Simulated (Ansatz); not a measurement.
# Y3PbC (Pm-3m): from the cell to its phonons, part 2 of 2

Wanted: vibrations and spectra of Y3PbC (Pm-3m); the cell is already relaxed. After the zone centre comes a 2×2×2 q mesh on a 8×8×8 k mesh.

Ansatz 0.2.0; DFT PBEsol, scalar-relativistic, plane waves, PAW; PAW set soft_1.

So far. Step 2 (Zone-centre response): Before it was imposed, the acoustic sum rule was missed by 1.2e-5 eV/Å². Small misses are needed for a sound result but don't prove that mesh and cutoff are converged. The lowest optical mode is real, 90.2 cm⁻¹.

## (3) The dispersion

Stability and thermal properties need the whole zone. Linear response on a 2×2×2 q mesh gives force constants as far as a supercell of that size would.

The input, input.yaml:

```yaml
crystal:
  lattice:
    - [4.8575543627, 0.0, 0.0]
    - [0.0, 4.8575543627, 0.0]
    - [0.0, 0.0, 4.8575543627]
  atoms:
    - { symbol: "Y", position: [0.5, 0.0, 0.5] }
    - { symbol: "Y", position: [0.0, 0.5, 0.5] }
    - { symbol: "Y", position: [0.5, 0.5, 0.0] }
    - { symbol: Pb, position: [0.0, 0.0, 0.0] }
    - { symbol: C, position: [0.5, 0.5, 0.5] }
kpoints:
  mp_grid: { grid: [8, 8, 8] }
hamiltonian:
  xc: pbesol
  pseudopotentials: { kind: paw, azcp: { folder: soft_1 }, xc_functional: pbe }
scf:
  occupations: { method: methfessel_paxton, width: 0.2 }
output:
  eigenvalues: true
phonons:
  method: dfpt
  qmesh: [2, 2, 2]
  temperatures: { t_max: 1000, t_step: 50 }
  qpath:
    path:
      - [[0.0, 0.0, 0.0], [0.0, 0.5, 0.0], [0.5, 0.5, 0.0], [0.0, 0.0, 0.0], [0.5, 0.5, 0.5], [0.0, 0.5, 0.0]]
      - [[0.5, 0.5, 0.5], [0.5, 0.5, 0.0]]
    npoints: 10
```

Launch:

```bash
ansatz run input.yaml --threads 4 --pin off --max-ram 10240MiB --backend cpu --events-out ev --progress --plain --runs-dir out
```

Numbers of over 12 decimals in the logs are rounded to 6 here.

The log of the run:

```text
[...]
Crystal: 5 atoms, lattice volume = 114.618 Å³
Basis set: ecut = 420 eV, 2205 PW (Γ), exchange–correlation on 72×72×72 points (8 copies of the dense FFT grid, shifted against one another)
Bands: 31, of which v1, the nominal top of the filled ones, is band 26 counted from 1 (25 counted from 0)
Symmetry: 48 space group operations
k-points: 35 of 512
[...]
SCF iter   1: F=—  HF=-23397.244597 eV  |F-HF|=—  |Δ(HF+E_count)|=         —  Δρ=7.10e-2  dr2=1.82e1  ethr=3.10e-3  ⟨swp⟩=5.8  Hψ=4399  notcnv=0
[...]
SCF iter  12: F=-23392.330011 eV  HF=-23392.330011 eV  |F-HF|=0.00e0  |Δ(HF+E_count)|=  7.28e-12  S|Δr|=    0.00e0  Δρ=3.64e-8  dr2=2.02e-12  ethr=1.00e-12  ⟨swp⟩=10.0  Hψ=5969  notcnv=0
SCF 1 converged in 12 iterations: F = -23392.330011 eV  dr2 = 2.02e-12
[...]
phonons: the bands overlap, so this run is a metal and interpolates without the dipole-dipole term. If the crystal is really an insulator or semiconductor, its LO-TO splitting is missing
NSCF: frozen V_eff on 35 k-points
[...]
DFPT response loops at q = (0, 0, 0) (fractional): preconditioner auto → Kerker (q_TF=auto, 2.384 Å⁻¹) (partly filled bands, converged f_vac=0.000); β = 1.00, the filter's whole step (`scf.mixing.beta` (0.50) is not read by the response loops under this deck's `scf.mixing.preconditioner`; to damp them name `kerker` or `kerker_dos`, under which they read `scf.mixing.beta`, and type it under 1.00, their step now; both keys bind the ground state too); Broyden in place of MSR1
[...]
SCF converged after 12 iterations
[...]
Free energy (F): -23392.330011 eV
[...]
Internal energy: -23392.326113 eV  (E = F + TS)
E sigma→0 (E₀):  -23392.329036 eV
Entropy (-TS):   -0.003898 eV (-0.780 meV/atom)
Fermi energy:    11.994705 eV
[...]
--- Band table (eV; the first three rows and the last of 35) ---
  k-point 0: bands = [... 22 lower, 10.8542, 10.8542, 11.3407, 11.3407, 11.3407, 12.5623, 12.5623, 12.5623, ... 6 higher]
  k-point 1: bands = [... 22 lower, 10.9462, 11.1202, 11.1202, 11.1378, 11.3871, 11.9297, 12.8954, 12.8954, ... 6 higher]
  k-point 2: bands = [... 22 lower, 10.6107, 10.8193, 10.8193, 11.3312, 11.5118, 12.1180, 13.5395, 13.5395, ... 6 higher]
  k-point 34: bands = [... 22 lower, 10.2007, 10.2007, 10.2007, 12.8730, 12.8730, 12.8730, 13.4579, 13.4579, ... 6 higher]
--- Phonons (Γ-DFPT): 4 representative perturbations + reference (Σ response iterations 12) ---
  ASR residual: 2.868e-5 → 0.000e0 eV/Å²; symmetrization residual: 3.531e-6 eV/Å²
  ASR residual per site (eV/Å²): 7.28e-6 7.28e-6 7.28e-6 2.87e-5 5.21e-6
[...]
--- Phonons (arbitrary-q DFPT): 4 irreducible q on the 2×2×2 mesh ---
  q = [0.0000, 0.0000, 0.0000] (star 1, of the zone-centre solve; hermiticity 6.30e-7, symmetrization 8.42e-13): -0.00 0.00 0.00 90.16 90.16 90.16 139.14 139.14 139.14 195.31 195.31 195.31 416.07 416.07 416.07
  q = [0.0000, 0.0000, -0.5000] (star 3, 9 solved perturbations in 975 linear systems a pass and spin channel, the states on 125 of 512 k-point pairs; hermiticity 4.63e-7, symmetrization 1.33e-12): 67.93 67.93 78.01 92.16 92.16 102.90 125.12 130.21 130.21 182.63 182.63 207.05 398.36 398.36 499.11
[...]
sum rule: each row above includes the acoustic sum rule's correction from the zone centre's row sums; it moved no ω² by more than (0.34 cm⁻¹)²
  mesh force constants: q→R imaginary residual 3.65e-18; ASR residual 2.868e-5 → 0.000e0 eV/Å²; symmetrization residual 1.243e-14 eV/Å²
  interpolated dispersion: 62 rows × 15 modes
  density of states and harmonic sums: on the 14×14×14 q-mesh, interpolated from the force constants of a 2×2×2 supercell (no non-analytic term)
  largest difference from the sums on the solved wave vectors: F 8.01e-2 eV, S 1.12e-4 and C_V 3.22e-5 eV/K
  zero-point energy: 0.174132 eV/cell   skipped modes (ω ≤ 0): 3   left out of the sums: 7.29e-5 of the cell's modes: C_V's classical limit lies that fraction below 3 k_B per atom; for a crystal, a wire or a layer, F and S can be off by more, and a phonons.interpolated_qmesh denser along its periods is the remedy for the sampling
```

Run time: 3 min. Hardware: 4 threads of Intel Xeon Platinum 8488C (Sapphire Rapids), shared host; peak memory 1.5 GiB.

Numbers from this step:

| Property | Result |
| --- | --- |
| sum-rule residual before enforcement | 2.87e-5 eV/Å² |
| lowest frequency on the path | 0 cm⁻¹ |
| highest frequency on the path or at a solved wavevector | 499.1 cm⁻¹ |
| mean frequency | 187.3 cm⁻¹ |
| Debye temperature (second moment) | 431 K |
| logarithmic mean frequency | 148.2 cm⁻¹ |
| lowest mode on the q mesh (acoustic modes at Γ apart) | 50.7 cm⁻¹ |
| zero-point energy per atom | 34.83 meV |
| heat capacity at 300 K | 22.76 J/(mol atoms K) |
| vibrational entropy at 300 K | 34.65 J/(mol atoms K) |
| edges of the widest gap between branches, on path and mesh | 260.7, 398.4 cm⁻¹ |

Frequencies (cm⁻¹) solved at each irreducible wavevector; negative means imaginary. Frequencies by wavevector, by row:

```csv
q in reciprocal lattice units,star,mode 1,mode 2,mode 3,mode 4,mode 13,mode 14,mode 15
0 0 0,1,0,0,0,90.2,416.1,416.1,416.1
0 0 -0.5,3,67.9,67.9,78,92.2,398.4,398.4,499.1
0 -0.5 -0.5,3,50.7,70.5,70.5,74.6,411.8,478.3,478.3
-0.5 -0.5 -0.5,1,71.1,71.1,71.1,73.3,474,474,474
```

Interpolated from a 2×2×2 q mesh. The phonon branches at the labelled points (cm⁻¹):

| point | branch 1 | branch 2 | branch 3 | branch 4 | branch 12 | branch 13 | branch 14 | branch 15 |
| --- | --- | --- | --- | --- | --- | --- | --- | --- |
| Γ | 0 | 0 | 0 | 90 | 195 | 416 | 416 | 416 |
| halfway | 45 | 45 | 64 | 92 | 201 | 407 | 407 | 459 |
| X | 68 | 68 | 78 | 92 | 207 | 398 | 398 | 499 |
| halfway | 67 | 71 | 73 | 83 | 221 | 405 | 439 | 489 |
| M | 51 | 70 | 70 | 75 | 235 | 412 | 478 | 478 |
| halfway | 56 | 59 | 72 | 98 | 211 | 406 | 449 | 449 |
| Γ | 0 | 0 | 0 | 90 | 195 | 416 | 416 | 416 |
| halfway | 63 | 63 | 75 | 96 | 221 | 445 | 445 | 445 |
| R | 71 | 71 | 71 | 73 | 261 | 474 | 474 | 474 |
| halfway | 70 | 70 | 73 | 82 | 233 | 441 | 441 | 482 |
| X | 68 | 68 | 78 | 92 | 207 | 398 | 398 | 499 |
| jump to R | 71 | 71 | 71 | 73 | 261 | 474 | 474 | 474 |
| halfway | 62 | 72 | 72 | 73 | 246 | 443 | 476 | 476 |
| M | 51 | 70 | 70 | 75 | 235 | 412 | 478 | 478 |

Tetrahedra on a 14×14×14 mesh, mean over bins of 5 cm-1. Interpolated from a 2×2×2 q mesh. Phonon density of states against wavenumber; read off at these points:

```
wavenumber (cm⁻¹)  phonon density of states (1/cm⁻¹/cell)
                2                                  2.0e-5
               18                                  9.7e-4
               38                                 0.00669
               52                                  0.0238
               72                                   0.282
               88                                  0.0408
               98                                   0.131
              108                                  0.0667
              118                                  0.0764
              122                                  0.0447
              132                                   0.170
              142                                  0.0583
              158                                  0.0110
              172                                  0.0210
              182                                   0.166
              192                                  0.0249
              208                                  0.0246
              228                                  0.0228
              242                                 0.00922
              262                                  2.0e-5
              278                                       0
              298                                       0
              312                                       0
              332                                       0
              348                                       0
              362                                       0
              382                                       0
              398                                 0.00123
              418                                  0.0412
              432                                  0.0279
              452                                  0.0282
              468                                  0.0350
              488                                  0.0157
              502                                       0
```

The partial phonon density of states has structure finer than the step of the table below, so its rows give means over 20 cm⁻¹, whole bins alone (the curve runs from -10 to 522 cm⁻¹). Peaks (cm⁻¹: height): C 411.9: 0.0473, 428.7: 0.0383, 448.8: 0.0375, 475.5: 0.0459; Pb 70.4: 0.162; Y 97.2: 0.0983, 134.0: 0.138, 184.2: 0.138.

Phonopy on the run's constants, 11x11x11 mesh, Gaussian sigma 3.8 cm-1. Interpolated from a 2×2×2 q mesh. The partial phonon density of states by wavenumber; means over each step; values in 1/cm⁻¹/cell:

| wavenumber (cm⁻¹) | C | Pb | Y |
| --- | --- | --- | --- |
| 0 | 1.7e-6 | 5.4e-5 | 7.0e-5 |
| 20 | 3.5e-5 | 8.0e-4 | 8.6e-4 |
| 40 | 1.4e-4 | 0.00550 | 0.00403 |
| 60 | 2.2e-4 | 0.0616 | 0.0209 |
| 80 | 9.4e-5 | 0.0635 | 0.0346 |
| 100 | 6.3e-4 | 0.0127 | 0.0762 |
| 120 | 1.9e-4 | 0.00294 | 0.0642 |
| 140 | 7.7e-5 | 0.00250 | 0.0874 |
| 160 | 3.5e-4 | 3.9e-4 | 0.0152 |
| 180 | 0.00208 | 3.3e-6 | 0.0778 |
| 200 | 5.1e-4 | 3.9e-6 | 0.0262 |
| 220 | 3.2e-4 | 6.4e-6 | 0.0229 |
| 240 | 1.4e-4 | 0 | 0.0128 |
| 260 | 1.1e-5 | 0 | 0.00192 |
| 280 | 0 | 0 | 1.3e-6 |
| 300 | 0 | 0 | 0 |
| 320 | 0 | 0 | 0 |
| 340 | 0 | 0 | 0 |
| 360 | 0 | 0 | 0 |
| 380 | 2.6e-5 | 0 | 1.5e-6 |
| 400 | 0.0183 | 3.2e-6 | 0.00136 |
| 420 | 0.0353 | 1.0e-5 | 0.00208 |
| 440 | 0.0247 | 6.6e-6 | 7.8e-4 |
| 460 | 0.0296 | 6.7e-6 | 3.9e-4 |
| 480 | 0.0332 | 7.0e-6 | 1.2e-4 |
| 500 | 0.00413 | 0 | 1.2e-5 |

Harmonic thermodynamic functions per atom, from the density of states. Interpolated from a 2×2×2 q mesh. Thermodynamic functions, by row:

| T (K) | F_vib (meV/atom) | S (J/mol-atom/K) | C_V (J/mol-atom/K) |
| --- | --- | --- | --- |
| 0 | 34.83 | 0 | 0 |
| 50 | 34.13 | 4.538 | 8.723 |
| 100 | 29.52 | 13.05 | 15.61 |
| 200 | 8.95 | 25.78 | 20.81 |
| 300 | -22.61 | 34.65 | 22.76 |
| 400 | -62.12 | 41.33 | 23.63 |
| 500 | -107.8 | 46.65 | 24.07 |
| 600 | -158.5 | 51.07 | 24.33 |
| 700 | -213.4 | 54.83 | 24.48 |
| 800 | -272 | 58.1 | 24.59 |
| 900 | -333.8 | 61.01 | 24.66 |
| 1000 | -398.4 | 63.61 | 24.71 |

Harmonic mean-square displacement, third of the trace. Interpolated from a 2×2×2 q mesh. Mean square displacements, by row:

| T (K) | Y1 U_eq (Å²) | Y2 U_eq (Å²) | Y3 U_eq (Å²) | Pb4 U_eq (Å²) | C5 U_eq (Å²) |
| --- | --- | --- | --- | --- | --- |
| 0 | 0.00155 | 0.00155 | 0.00155 | 0.00117 | 0.0034 |
| 100 | 0.00253 | 0.00253 | 0.00253 | 0.00266 | 0.00371 |
| 300 | 0.00648 | 0.00648 | 0.00648 | 0.00747 | 0.00555 |
| 600 | 0.01274 | 0.01274 | 0.01274 | 0.01485 | 0.00955 |

Symmetry leaves 4 wavevectors to solve. The lowest mode among them, the acoustic zeros apart, lies at q = (0, -0.5, -0.5) and is real, 50.7 cm⁻¹.

## (4) Another isotope, element C, natural mass 12.011 amu

An isotope changes the mass and not the force constants, so no new electronic calculation is needed; the shifts show which modes move this element.

The same force constants with the mass of C changed from 12.011 to 13.003 u (phonopy, no LO-TO term). Both lists are sorted by frequency; levels can cross, so a row need not hold one and the same mode. Modes under 3 cm⁻¹ are left out. Isotope shifts, by row, the first 40 of 57 rows:

```
          q  rank  natural mass (cm⁻¹)  changed mass (cm⁻¹)
      0 0 0     4                90.16                90.13
      0 0 0     5                90.16                90.13
      0 0 0     6                90.16                90.13
      0 0 0     7                139.1                139.1
      0 0 0     8                139.1                139.1
      0 0 0     9                139.1                139.1
      0 0 0    10                195.3                195.1
      0 0 0    11                195.3                195.1
      0 0 0    12                195.3                195.1
      0 0 0    13                416.1                400.9
      0 0 0    14                416.1                400.9
      0 0 0    15                416.1                400.9
   0 0 -0.5     1                67.93                67.93
   0 0 -0.5     2                67.93                67.93
   0 0 -0.5     3                78.01                78.01
   0 0 -0.5     4                92.16                92.07
   0 0 -0.5     5                92.16                92.07
   0 0 -0.5     6                102.9                102.9
   0 0 -0.5     7                125.1                125.1
   0 0 -0.5     8                130.2                130.2
   0 0 -0.5     9                130.2                130.2
   0 0 -0.5    10                182.6                182.3
   0 0 -0.5    11                182.6                182.3
   0 0 -0.5    12                207.1                207.1
   0 0 -0.5    13                398.4                  384
   0 0 -0.5    14                398.4                  384
   0 0 -0.5    15                499.1                479.7
0 -0.5 -0.5     1                 50.7                 50.7
0 -0.5 -0.5     2                70.47                70.47
0 -0.5 -0.5     3                70.47                70.47
0 -0.5 -0.5     4                74.57                74.57
0 -0.5 -0.5     5                119.2                119.2
0 -0.5 -0.5     6                119.2                119.2
0 -0.5 -0.5     7                126.9                126.9
0 -0.5 -0.5     8                126.9                126.9
0 -0.5 -0.5     9                135.8                135.8
0 -0.5 -0.5    10                  158                157.4
0 -0.5 -0.5    11                183.6                183.6
0 -0.5 -0.5    12                234.7                234.7
0 -0.5 -0.5    13                411.8                397.2
```

A mode of this element alone would shift by -3.89 %. The highest zone-centre frequency without the field goes from 416.1 to 400.9 cm⁻¹ (-3.6 %). The product of the frequency ratios over all optical modes at Γ is 0.891; the product rule, (m/m′)^(3k/2) (M′/M)^(3/2) with k = 1 such atoms and M the mass of the cell, gives 0.890.

## (5) Another isotope, element Pb, natural mass 207.2 amu

The same for Pb, from 207.20 to 203.97 u.

The same force constants with the mass of Pb changed from 207.200 to 203.973 u (phonopy, no LO-TO term). Both lists are sorted by frequency; levels can cross, so a row need not hold one and the same mode. Modes under 3 cm⁻¹ are left out. Isotope shifts, by row, the first 40 of 57 rows:

```
          q  rank  natural mass (cm⁻¹)  changed mass (cm⁻¹)
      0 0 0     4                90.16                90.57
      0 0 0     5                90.16                90.57
      0 0 0     6                90.16                90.57
      0 0 0     7                139.1                139.1
      0 0 0     8                139.1                139.1
      0 0 0     9                139.1                139.1
      0 0 0    10                195.3                195.3
      0 0 0    11                195.3                195.3
      0 0 0    12                195.3                195.3
      0 0 0    13                416.1                416.1
      0 0 0    14                416.1                416.1
      0 0 0    15                416.1                416.1
   0 0 -0.5     1                67.93                68.44
   0 0 -0.5     2                67.93                68.44
   0 0 -0.5     3                78.01                78.63
   0 0 -0.5     4                92.16                92.16
   0 0 -0.5     5                92.16                92.16
   0 0 -0.5     6                102.9                102.9
   0 0 -0.5     7                125.1                125.1
   0 0 -0.5     8                130.2                130.3
   0 0 -0.5     9                130.2                130.3
   0 0 -0.5    10                182.6                182.6
   0 0 -0.5    11                182.6                182.6
   0 0 -0.5    12                207.1                207.1
   0 0 -0.5    13                398.4                398.4
   0 0 -0.5    14                398.4                398.4
   0 0 -0.5    15                499.1                499.1
0 -0.5 -0.5     1                 50.7                 50.7
0 -0.5 -0.5     2                70.47                70.98
0 -0.5 -0.5     3                70.47                70.98
0 -0.5 -0.5     4                74.57                75.16
0 -0.5 -0.5     5                119.2                119.2
0 -0.5 -0.5     6                119.2                119.2
0 -0.5 -0.5     7                126.9                  127
0 -0.5 -0.5     8                126.9                  127
0 -0.5 -0.5     9                135.8                135.8
0 -0.5 -0.5    10                  158                  158
0 -0.5 -0.5    11                183.6                183.6
0 -0.5 -0.5    12                234.7                234.7
0 -0.5 -0.5    13                411.8                411.8
```

A mode of this element alone would shift by +0.79 %. The highest zone-centre frequency without the field goes from 416.1 to 416.1 cm⁻¹ (+0.0 %). The product of the frequency ratios over all optical modes at Γ is 1.014; the product rule, (m/m′)^(3k/2) (M′/M)^(3/2) with k = 1 such atoms and M the mass of the cell, gives 1.014.

## (6) Outcome

```
space group (within 0.01 Å)                             : Pm-3m
volume per atom                                         : 22.9 Å³
electronic character                                    : no gap on this mesh
highest optical mode at the zone centre (no LO-TO term) : 416 cm⁻¹
lowest optical zone-centre mode                         : 90.2 cm⁻¹
lowest mode on the q mesh (acoustic modes at Γ apart)   : 50.7 cm⁻¹
highest frequency on the path or at a solved wavevector : 499 cm⁻¹
zero-point energy per atom                              : 34.8 meV
heat capacity at 300 K                                  : 22.8 J/(mol atoms K)
vibrational entropy at 300 K                            : 34.6 J/(mol atoms K)
Debye temperature (second moment)                       : 431 K
imaginary modes on the 2×2×2 q mesh                     : none
```

In words: The structure is a minimum as far as tested: no mode is imaginary at the 4 irreducible wavevectors of the 2×2×2 mesh, and the softest away from the acoustic zeros lies at 51 cm⁻¹. The optical modes at Γ span 90 to 416 cm⁻¹. The highest mode in this list at Γ, 416.1 cm⁻¹, is mostly motion of C (94 % of the kinetic energy). On the path and the mesh, the widest gap between branches runs from 261 to 398 cm⁻¹. With no gap, or one that is small against the smearing, the frequencies hang on the k mesh and the smearing, most of all near Kohn anomalies. The phonon runs are without spin polarisation, although the cell has an odd electron count. Spin-orbit coupling is left out, which can matter for the heavy elements here. The PAW files were made for PBE and serve the other functionals too. These are harmonic frequencies at zero temperature: anharmonic shifts, linewidths and thermal expansion are left out.

[Logs are printed without paths, hosts, clocks, repeated set-up lines and the standing remarks that a program may print on its own settings, such as how far it seeks lower states.]

[Hosts, paths, dates, database ids (printed as entryN), source tags and the programs' standing remarks are cut or masked in the printed files.]
